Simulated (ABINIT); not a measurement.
# Calculated records

```
! title: A GW chain in ABINIT: PbSe (Clausthalite)
! method: RPA screening on PBE with spin-orbit coupling, plane waves, norm-conserving pseudopotentials (and 2 further levels or steps)
! program: ABINIT 10.8.3
! settings: cutoff 48 Ha, PseudoDojo fully relativistic 0.4 stringent, norm-conserving, ngkpt (4, 4, 4), nband 204, ecuteps 4.4 Ha, shiftk (0, 0, 0), symchi 1, awtr 1, frequency ppm, 4×4×4 k-mesh
! cost: 5 runs, 7.2 min in all on 8 MPI ranks of AMD EPYC 9R45, shared host
! notes: The program’s warnings: Neglecting <n,k|[Vnl,iqr]|m,k>. The cell and positions come from the Crystallography Open Database and are kept as given unless a step says otherwise. Limits: screening runs away on this mesh; screening head approximate. The 4×4×4 mesh is coarse for this cell, which bears on the long-range parts of exchange and screening. On this mesh the RPA ε∞ passes 90, more than nearly any semiconductor shows; a coarse mesh does this where one point with a narrow direct gap carries much weight. The screening is then too strong, and the G0W0 gap should not be taken as the material’s.
! PBE gap: 0.17 eV, direct
! G0W0 gap on the mesh: 0.21 eV
! GW settings: 4×4×4 mesh, 204 bands, screening to 119.7 eV, Godby-Needs plasmon pole
! known limits: short of the basis limit; screening runs away on this mesh; bands may be inverted; screening head approximate; coarse k mesh
CELL_PARAMETERS angstrom
0.00000 3.06065 3.06065
3.06065 0.00000 3.06065
3.06065 3.06065 0.00000
ATOMIC_POSITIONS crystal
Pb 0.00000 0.00000 0.00000
Se 0.50000 0.50000 0.50000
```

[Long decimals in the printed logs are rounded to 6 places.]

[Logs are printed without paths, hosts, clocks, repeated set-up lines and the standing remarks that a program may print on its own settings, such as how far it seeks lower states.]

[Paths, hosts, dates, memory and timing lines, banners, echoed tables and standing remarks are left out of the program output; an Ansatz launch command may be rebuilt from the run's recorded settings. Measured values are a selection of at most five: reports struck by readers or far from the other reports are left out. None is set beside runs whose start may be inverted or whose files or cutoffs have a known fault.]

[Runs of the session that timed out or met a known fault of the program may be left out.]

[Hosts, paths, dates, database ids (printed as entryN), source tags and the programs' standing remarks are cut or masked in the printed files.]

[G0W0 gaps are taken among the corrected bands and points alone; a level outside them can change the order at an edge.]

[Where Ansatz stands beside ABINIT at settings called matched, ABINIT's density can come from a denser mesh and the files from another edition; pairs whose starting gaps differed by over 0.03 eV were left out, so agreement reads better than it is.]
